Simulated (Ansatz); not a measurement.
## Cd2Si (model cell, started as cuprite): the cell at rest

Task: relax Cd2Si (model cell, started as cuprite) tightly.

Program: Ansatz 0.2.0. Level of theory: DFT PBEsol, scalar-relativistic, plane waves, PAW. Results are calculated unless marked as measured.

The structure was built from a prototype and need not be the compound's stable phase.

## (1) Starting point

Symmetry: Pn-3m, No. 224, cubic system. The conventional cell has a = 5.894 Å, b = 5.894 Å, c = 5.894 Å, α = 90.00°, β = 90.00°, γ = 90.00°. Nearest to Si lie 4 Cd at 2.55 Å. Nearest to Cd lie 2 Si at 2.55 Å. Farther neighbours are not listed.

Coordinates:

```cif
data_structure
_symmetry_space_group_name_H-M 'Pn-3m:1'
_symmetry_Int_Tables_number 224
_cell_length_a 5.8936
_cell_length_b 5.8936
_cell_length_c 5.8936
_cell_angle_alpha 90.000
_cell_angle_beta 90.000
_cell_angle_gamma 90.000
_cell_volume 204.71
loop_
_atom_site_label
_atom_site_type_symbol
_atom_site_symmetry_multiplicity
_atom_site_Wyckoff_symbol
_atom_site_fract_x
_atom_site_fract_y
_atom_site_fract_z
_atom_site_occupancy
Si1 Si 2 a 0.00000 0.00000 0.00000 1
Cd1 Cd 4 b 0.25000 0.25000 0.25000 1
```

## (2) A coarse first look

A quick single point on a coarse mesh tells whether the cell has a gap and how far it is from rest, which sets the k mesh and smearing that follow.

input.yaml

```yaml
crystal:
  lattice:
    - [5.89359, 0.0, 0.0]
    - [0.0, 5.89359, 0.0]
    - [0.0, 0.0, 5.89359]
  atoms:
    - { symbol: Si, position: [0.0, 0.0, 0.0] }
    - { symbol: Si, position: [0.5, 0.5, 0.5] }
    - { symbol: Cd, position: [0.25, 0.25, 0.25] }
    - { symbol: Cd, position: [0.75, 0.75, 0.25] }
    - { symbol: Cd, position: [0.75, 0.25, 0.75] }
    - { symbol: Cd, position: [0.25, 0.75, 0.75] }
kpoints:
  mp_grid: { grid: [4, 4, 4] }
hamiltonian:
  xc: pbesol
scf:
  occupations: { method: gaussian, width: 0.1 }
output:
  forces: true
  stress: true
  eigenvalues: true
```

Run with:

```console
> ansatz run input.yaml --threads 8 --pin off --max-ram 14336MiB --backend cpu --events-out ev --progress --plain --runs-dir out
```

Numbers of over 12 decimals in the logs are rounded to 6 here.

Output:

```text
Engine: ansatz 0.2.0, aarch64-unknown-linux-gnu
Pseudopotentials: kind: paw
Pseudopotential: Si, paw, valence charge 4, recommended cutoff 420 eV (normal), Si.paw.azcp
Pseudopotential: Cd, paw, valence charge 20, recommended cutoff 420 eV (normal), Cd.paw.azcp
Functional definition: PBEsol
  exchange = pbesol_x
  correlation = pbesol_c
Crystal: 6 atoms, lattice volume = 204.710 Å³
[...]
k-point 0: bands = [... 40 lower, 2.9394, 4.9252, 4.9252, 4.9252, 5.8338, 5.8338, 6.1207, 9.6785, ... 4 higher]
  k-point 1: bands = [... 40 lower, 2.9968, 3.8480, 4.8790, 4.8790, 6.1567, 6.8767, 7.3697, 8.5077, ... 4 higher]
  k-point 2: bands = [... 40 lower, 3.0615, 3.0615, 4.8115, 4.8115, 7.0872, 7.0872, 8.6995, 8.6995, ... 4 higher]
  k-point 9: bands = [... 40 lower, 2.2870, 3.6354, 3.6354, 3.6354, 8.1270, 8.1270, 8.1270, 9.0998, ... 4 higher]
[key lines of the parts left out:]
SCF converged after 6 iterations
Free energy (F): -33976.428910 eV
Fermi energy:    5.454741 eV
P = ⅓ Tr σ = -2.7103 GPa (-27.103 kbar)
```

Run time: 4 s. Hardware: 8 threads of Arm Neoverse V1, shared host; peak memory 0.69 GiB; 15 s of CPU time.

This step gave:

* pressure: -2.710 GPa
* volume per atom: 34.12 Å³
* gap on the k-mesh: 0.7721 eV
* direct gap on mesh: 0.9086 eV

The coarse mesh shows a gap of 0.77 eV and a pressure of -2.7 GPa.

## (3) Relaxation, k-mesh 4×4×4

The cell and atoms are relaxed, since residual forces and stress would shift the frequencies.

Edit input.yaml of step 2 so:

```diff
@@ -17,3 +17,3 @@
 scf:
-  occupations: { method: gaussian, width: 0.1 }
+  occupations: { method: gaussian, width: 0.02 }
 output:
@@ -22 +22,6 @@
   eigenvalues: true
+relax:
+  adjacent_minimum: "off"
+  f_tol: 0.005
+  max_steps: 80
+  cell: { stress_tol: 0.05 }
```

Output:

```text
[...]
Crystal: 6 atoms, lattice volume = 204.710 Å³
Basis set: ecut = 420 eV, 3911 PW (Γ), exchange–correlation on 80×80×80 points (8 copies of the dense FFT grid, shifted against one another)
Bands: 53, of which v1, the nominal top of the filled ones, is band 44 counted from 1 (43 counted from 0)
Symmetry: 48 space group operations
[...]
k-points: 10 of 64
[...]
SCF iter   1: F=—  HF=-33976.434335 eV  |F-HF|=—  |Δ(HF+E_count)|=         —  Δρ=3.65e-3  dr2=3.49e-2  ethr=1.77e-3  ⟨swp⟩=7.1  Hψ=1952  notcnv=0
[...]
SCF iter   6: F=-33976.428910 eV  HF=-33976.428910 eV  |F-HF|=1.24e-7  |Δ(HF+E_count)|=   3.12e-6  Δρ=5.26e-6  dr2=8.25e-8  ethr=1.14e-10  ⟨swp⟩=8.6  Hψ=2316  notcnv=0
SCF 1 converged in 6 iterations: F = -33976.428910 eV  dr2 = 8.25e-8
[...]
relax step   1: F+E_penalty+E_count = -33976.42891006 eV  Δ(F+E_penalty+E_count) = +0.000e0 eV  max|allowed force component| = 6.168e-18 eV/Å  Δτ_max = 0.0000 Å  P = -2.710 GPa  Ω = 204.710 Å³  (6 SCF iters, dr2 threshold 1.00e-7 eV, accepted)
Crystal: 6 atoms, lattice volume = 186.776 Å³
Basis set: ecut = 420 eV, 3743 PW (Γ), exchange–correlation on 80×80×80 points (8 copies of the dense FFT grid, shifted against one another)
[...]
iter 1 solved again at ethr=7.54e-5 eV; its pass at ethr=3.10e-3 eV (dr2=6.64e-2 eV) is discarded
[...]
SCF iter   6: F=-33976.600882 eV  HF=-33976.600882 eV  |F-HF|=1.32e-8  |Δ(HF+E_count)|=   1.32e-6  Δρ=6.52e-6  dr2=7.28e-8  ethr=6.82e-10  ⟨swp⟩=7.5  Hψ=2190  notcnv=0
SCF 2 converged in 6 iterations: F = -33976.600882 eV  dr2 = 7.28e-8
relax step   2: F+E_penalty+E_count = -33976.60088196 eV  Δ(F+E_penalty+E_count) = -1.720e-1 eV  max|allowed force component| = 7.170e-17 eV/Å  Δτ_max = 0.0000 Å  P = -0.076 GPa  Ω = 186.776 Å³  energy of the carried Pulay correction = +2.482e-3 eV  (6 SCF iters, dr2 threshold 6.00e-7 eV, accepted)
Crystal: 6 atoms, lattice volume = 186.306 Å³
[...]
SCF iter   5: F=-33976.601040 eV  HF=-33976.601040 eV  |F-HF|=1.07e-9  |Δ(HF+E_count)|=   1.95e-8  Δρ=1.06e-6  dr2=1.95e-9  ethr=1.63e-11  ⟨swp⟩=4.3  Hψ=1795  notcnv=0
SCF 3 converged in 5 iterations: F = -33976.601040 eV  dr2 = 1.95e-9
relax step   3: F+E_penalty+E_count = -33976.60104040 eV  Δ(F+E_penalty+E_count) = -1.584e-4 eV  max|allowed force component| = 3.469e-17 eV/Å  Δτ_max = 0.0000 Å  P = +0.014 GPa  Ω = 186.306 Å³  energy of the carried Pulay correction = +2.550e-3 eV  (5 SCF iters, dr2 threshold 1.44e-8 eV, accepted)
[...]
SCF iter   5: F=-33976.598506 eV  HF=-33976.598506 eV  |F-HF|=7.28e-12  |Δ(HF+E_count)|=   1.55e-9  Δρ=1.09e-7  dr2=1.56e-11  ethr=1.00e-12  ⟨swp⟩=3.3  Hψ=2174  notcnv=0
SCF 4 converged in 5 iterations: F = -33976.598506 eV  dr2 = 1.56e-11
relax step   4: F+E_penalty+E_count = -33976.59850612 eV  Δ(F+E_penalty+E_count) = +2.534e-3 eV  max|allowed force component| = 4.549e-17 eV/Å  Δτ_max = 0.0000 Å  P = +0.012 GPa  Ω = 186.306 Å³  stress off target by 1.22e-2 GPa  SCF on the basis re-selected at this cell (its energy is not comparable with the rows above)  (5 SCF iters)
basis re-selected at this cell: Δ(F+E_penalty+E_count) = +2.534e-3 eV, ΔP = -0.002 GPa vs the last step (what re-selecting the basis moved, of the pressure what is left beyond the Pulay correction that the steps carried, after the strain that the cell walked since its last selection, with what the two solves' SCF thresholds leave and, on support functions, any second-order correction that the steps lacked; it is no m [...]
SCF converged after 5 iterations
Free energy (F): -33976.598506 eV
[...]
Internal energy: -33976.598506 eV  (E = F + TS)
E sigma→0 (E₀):  -33976.598506 eV
Fermi energy:    6.274536 eV
[...]
--- Stress (GPa, compression-positive) ---
        0.012152      -0.000000      -0.000000
       -0.000000       0.012152      -0.000000
       -0.000000      -0.000000       0.012152
  P = ⅓ Tr σ = 0.0122 GPa (0.122 kbar)
--- Band table (eV; the first three rows and the last of 10) ---
  k-point 0: bands = [... 40 lower, 3.8675, 5.8101, 5.8101, 5.8101, 6.5686, 6.5686, 7.5183, 10.8077, ... 5 higher]
  k-point 1: bands = [... 40 lower, 3.9306, 4.7558, 5.7662, 5.7662, 6.9236, 7.7907, 8.7256, 9.4816, ... 5 higher]
  k-point 2: bands = [... 40 lower, 4.0028, 4.0028, 5.6959, 5.6959, 7.9403, 7.9403, 9.8462, 9.8462, ... 5 higher]
  k-point 9: bands = [... 40 lower, 3.1155, 4.3118, 4.3118, 4.3118, 9.1897, 9.1897, 9.1897, 10.9416, ... 5 higher]
--- Relaxed structure (3 steps of the walk, 3 accepted, 1 SCFs on fresh bases) ---
  F+E_penalty+E_count = -33976.59850612 eV   max|allowed force component| = 4.549e-17 eV/Å   (the final SCF, on the basis selected at the relaxed cell)
  cell:  # Å, volume = 186.3061 Å³
    - [5.711397, 0, 0.0]
    - [0, 5.711397, 0]
    - [0, 0, 5.711397]
  atoms:
    - { symbol: Si, position: [0, 0, 0] }
    - { symbol: Si, position: [0.5, 0.5, 0.5] }
    - { symbol: Cd, position: [0.25, 0.25, 0.25] }
    - { symbol: Cd, position: [0.750000, 0.750000, 0.25] }
    - { symbol: Cd, position: [0.750000, 0.25, 0.750000] }
    - { symbol: Cd, position: [0.25, 0.750000, 0.750000] }
```

Elapsed: 5.3 s, on 8 threads; peak memory 0.72 GiB.

The steps of the relaxation:

```
step  energy less that of the first step (eV)  largest force component (eV/Å)  pressure (GPa)  volume (Å³)
   1                                   0.0000                          0.0000           -2.71       204.71
   2                                  -0.1720                          0.0000           -0.08       186.78
   3                                  -0.1721                          0.0000            0.01       186.31
  4*                                  -0.1696                          0.0000            0.01       186.31
```

Relaxation steps marked * repeat the geometry before them on a plane-wave basis chosen anew for their cell, so energy and pressure can jump there.

The run keeps the 48 symmetry operations that it works with, so distortions that break them were not tested.

| conventional cell, symmetrised | before | after | change |
| --- | --- | --- | --- |
| a (Å) | 5.894 | 5.711 | -3.1 % |
| b (Å) | 5.894 | 5.711 | -3.1 % |
| c (Å) | 5.894 | 5.711 | -3.1 % |
| volume (Å³/atom) | 34.12 | 31.05 | -9.0 % |

The relaxed structure:

```cif
data_structure
_symmetry_space_group_name_H-M 'P 1'
_symmetry_Int_Tables_number 1
_cell_length_a 5.7114
_cell_length_b 5.7114
_cell_length_c 5.7114
_cell_angle_alpha 90.000
_cell_angle_beta 90.000
_cell_angle_gamma 90.000
_cell_volume 186.31
loop_
_atom_site_label
_atom_site_type_symbol
_atom_site_fract_x
_atom_site_fract_y
_atom_site_fract_z
_atom_site_occupancy
Si1 Si 0.00000 0.00000 0.00000 1
Si2 Si 0.50000 0.50000 0.50000 1
Cd3 Cd 0.25000 0.25000 0.25000 1
Cd4 Cd 0.75000 0.75000 0.25000 1
Cd5 Cd 0.75000 0.25000 0.75000 1
Cd6 Cd 0.25000 0.75000 0.75000 1
```

Numbers from this step:

| Item | Value |
| --- | --- |
| pressure | 0.01215 GPa |
| gap on the k-mesh | 0.5889 eV |
| volume per atom | 31.05 Å³ |
| direct gap on mesh | 0.7586 eV |

In this step the volume went from 34.12 to 31.05 Å³/atom.

## (4) Relaxation, k-mesh 6×6×6

The relaxation is repeated from its end, on the mesh and smearing that suit the cell and gap now reached.

input.yaml, the sections that differ from step 3:

```yaml
crystal:
  lattice:
    - [5.7113969978, 0.0, 0.0]
    - [0.0, 5.7113969978, 0.0]
    - [0.0, 0.0, 5.7113969978]
  atoms:
    - { symbol: Si, position: [0.0, 0.0, 0.0] }
    - { symbol: Si, position: [0.5, 0.5, 0.5] }
    - { symbol: Cd, position: [0.25, 0.25, 0.25] }
    - { symbol: Cd, position: [0.75, 0.75, 0.25] }
    - { symbol: Cd, position: [0.75, 0.25, 0.75] }
    - { symbol: Cd, position: [0.25, 0.75, 0.75] }
kpoints:
  mp_grid: { grid: [6, 6, 6] }
output:
  forces: true
  stress: true
  eigenvalues: true
  write_density: true
  write_potential: true
  elf: true
  volumetric_format: npy
# hamiltonian, scf, relax: as in step 3
```

Output:

```text
[...]
Crystal: 6 atoms, lattice volume = 186.306 Å³
Basis set: ecut = 420 eV, 3743 PW (Γ), exchange–correlation on 80×80×80 points (8 copies of the dense FFT grid, shifted against one another)
Bands: 53, of which v1, the nominal top of the filled ones, is band 44 counted from 1 (43 counted from 0)
Symmetry: 48 space group operations
[...]
k-points: 20 of 216
[...]
cell:  # Å, volume = 186.3061 Å³
    - [5.7113969978, 0.0, 0.0]
    - [0.0, 5.7113969978, 0.0]
    - [0.0, 0.0, 5.7113969978]
  atoms:
    - { symbol: Si, position: [0.0, 0.0, 0.0] }
    - { symbol: Si, position: [0.5, 0.5, 0.5] }
    - { symbol: Cd, position: [0.25, 0.25, 0.25] }
    - { symbol: Cd, position: [0.75, 0.75, 0.25] }
    - { symbol: Cd, position: [0.75, 0.25, 0.75] }
    - { symbol: Cd, position: [0.25, 0.75, 0.75] }
[key lines of the parts left out:]
SCF converged after 6 iterations
Free energy (F): -33976.605335 eV
Fermi energy:    6.273155 eV
P = ⅓ Tr σ = 0.0054 GPa (0.054 kbar)
```

Run time: 4.9 s. Hardware: 8 threads; peak memory 0.75 GiB; 32 s of CPU time.

Little changed from the start: no atom moved by 0.005 Å and no cell edge by 0.1 %.

Numbers from this step:

```yaml
pressure: 0.005374 GPa
gap_on_the_k_mesh: 0.5914 eV
direct_gap_on_mesh: 0.7612 eV
```

Valence density in the ac plane at fractional y = 0.250, with atoms of Cd within 0.2 Å of it. It is the smooth field of the valence electrons, not physical close to the nuclei.

Ten steps, logarithmic in the rise over the least value, from '_' (0 e/Å³) to '@' (22 e/Å³), each cell a mean:
```
____________________............
__________________..::==++==::..
__________________::++##%%##==..
________________..--**@@@@%%++..
________________..::**%%@@##==..
________________....--****++::..
________________......::--::..__
________________..........______
____............________________
__..::==++--::..________________
__::++##%%**--..________________
..--**@@@@%%++..________________
..::**%%@@##==..________________
..::==****++::..________________
....::::--::..__________________
..........______________________
```
Columns run along a (5.7 Å), rows up along c (5.7 Å). Atoms in or near the plane, at fractional coordinates: Cd at (0.25, 0.25), Cd at (0.75, 0.75).

Electrostatic potential energy in the ac plane at fractional y = 0.250, with atoms of Cd within 0.2 Å of it. With pseudopotentials it is smooth inside the atoms' cores, unlike the true potential.

Ten even steps from '_' (-24 eV) to '@' (11 eV), each cell a mean:
```
@@@@@@@@@@@@@@@@@@@@%%####%%%%@@
@@@@@@@@@@@@@@@@@@%%++----==##%%
@@@@@@@@@@@@@@@@%%**::..__..==%%
@@@@@@@@@@@@@@@@%%++..______--##
@@@@@@@@@@@@@@@@%%**::____..--##
@@@@@@@@@@@@@@@@@@##==::..::++%%
@@@@@@@@@@@@@@@@@@%%##**++**%%@@
@@@@@@@@@@@@@@@@@@@@@@%%%%%%@@@@
@@@@%%####%%%%@@@@@@@@@@@@@@@@@@
@@%%++----==##%%@@@@@@@@@@@@@@@@
%%**::..__..==%%@@@@@@@@@@@@@@@@
%%++..______--##@@@@@@@@@@@@@@@@
%%**::____..--##@@@@@@@@@@@@@@@@
@@##==::..::++%%@@@@@@@@@@@@@@@@
@@%%##**++**%%@@@@@@@@@@@@@@@@@@
@@@@@@%%%%%%@@@@@@@@@@@@@@@@@@@@
```
Columns run along a (5.7 Å; values clipped at the 3rd and 97th percentile), rows up along c (5.7 Å). Atoms in or near the plane, at fractional coordinates: Cd at (0.25, 0.25), Cd at (0.75, 0.75).

ELF in the ac plane at fractional y = 0.250, with atoms of Cd within 0.2 Å of it. It is the smooth field of the valence electrons, not physical close to the nuclei.

Ten even steps from '_' (0.03) to '@' (0.86), each cell a mean:
```
**++==--::..______....::::::==++
++==--..________..::::--==--::==
----..________....::==**##++--::
::::__________..::::++%%@@##==::
....________..--::::==##%%**--::
..________..--====::--==++==::..
______..::--==++++==::::::::::..
____....::--++****++==::::....__
__....::::::==++**++==--....____
..::::--==--::==++==--..________
..::==**##++--::----..________..
::::++%%@@##==::::::__________::
::::==##%%**--::....________..--
==::--==++==::....________..--==
++==::::::::::..______..::--==++
**++==::::....______....::--++**
```
Columns run along a (5.7 Å), rows up along c (5.7 Å). Atoms in or near the plane, at fractional coordinates: Cd at (0.25, 0.25), Cd at (0.75, 0.75).

In this step the volume went from 31.05 to 31.05 Å³/atom.

## (5) Relaxing to small forces for the phonons

Phonons need a cell at rest on their own settings, so the relaxation is repeated with tight tolerances on forces and stress on the k mesh and occupations of the first response run.

input.yaml, the sections that differ from step 4:

```yaml
scf:
  occupations: { method: fixed }
output:
  forces: true
  stress: true
  eigenvalues: true
relax:
  adjacent_minimum: "off"
  f_tol: 0.001
  max_steps: 60
  cell: { stress_tol: 0.01 }
# crystal, kpoints, hamiltonian: as in step 4
```

Output:

```text
[...]
Crystal: 6 atoms, lattice volume = 186.306 Å³
Basis set: ecut = 420 eV, 3743 PW (Γ), exchange–correlation on 80×80×80 points (8 copies of the dense FFT grid, shifted against one another)
Bands: 53, of which v1, the nominal top of the filled ones, is band 44 counted from 1 (43 counted from 0)
Symmetry: 48 space group operations
[...]
k-points: 20 of 216
[...]
cell:  # Å, volume = 186.3061 Å³
    - [5.7113969978, 0.0, 0.0]
    - [0.0, 5.7113969978, 0.0]
    - [0.0, 0.0, 5.7113969978]
  atoms:
    - { symbol: Si, position: [0.0, 0.0, 0.0] }
    - { symbol: Si, position: [0.5, 0.5, 0.5] }
    - { symbol: Cd, position: [0.25, 0.25, 0.25] }
    - { symbol: Cd, position: [0.75, 0.75, 0.25] }
    - { symbol: Cd, position: [0.75, 0.25, 0.75] }
    - { symbol: Cd, position: [0.25, 0.75, 0.75] }
[key lines of the parts left out:]
SCF converged after 7 iterations
Free energy (F): -33976.605335 eV
Fermi energy:    5.977092 eV
P = ⅓ Tr σ = 0.0054 GPa (0.054 kbar)
```

The job ended after 4.4 s (8 threads; peak memory 0.74 GiB; 31 s of CPU time).

Little changed from the start: no atom moved by 0.005 Å and no cell edge by 0.1 %.

This step gave:

```
pressure : 0.005376 GPa
```

The forces vanish by symmetry and the pressure is 0.005 GPa, within the tolerances set. The cell now holds 31.05 Å³/atom.

## (6) Results

```yaml
space_group_after_relaxation_within_0p01_a: Pn-3m
lattice_constant_a: 5.711 Å
lattice_constant_b: 5.711 Å
lattice_constant_c: 5.711 Å
volume_per_atom: 31.1 Å³
gap_on_the_k_mesh: 0.591 eV
```

**Reading.** The forces vanish by symmetry and the pressure is 0.005 GPa, within the tolerances set. The cell now holds 31.05 Å³/atom. The relaxation keeps the symmetry of its start, so it says nothing on stability against lower symmetry. The starting cell was built on a prototype and not taken from a measurement, so the phase need not exist.

[Logs are printed without paths, hosts, clocks, repeated set-up lines and the standing remarks that a program may print on its own settings, such as how far it seeks lower states.]

[Hosts, paths, dates, database ids (printed as entryN), source tags and the programs' standing remarks are cut or masked in the printed files.]
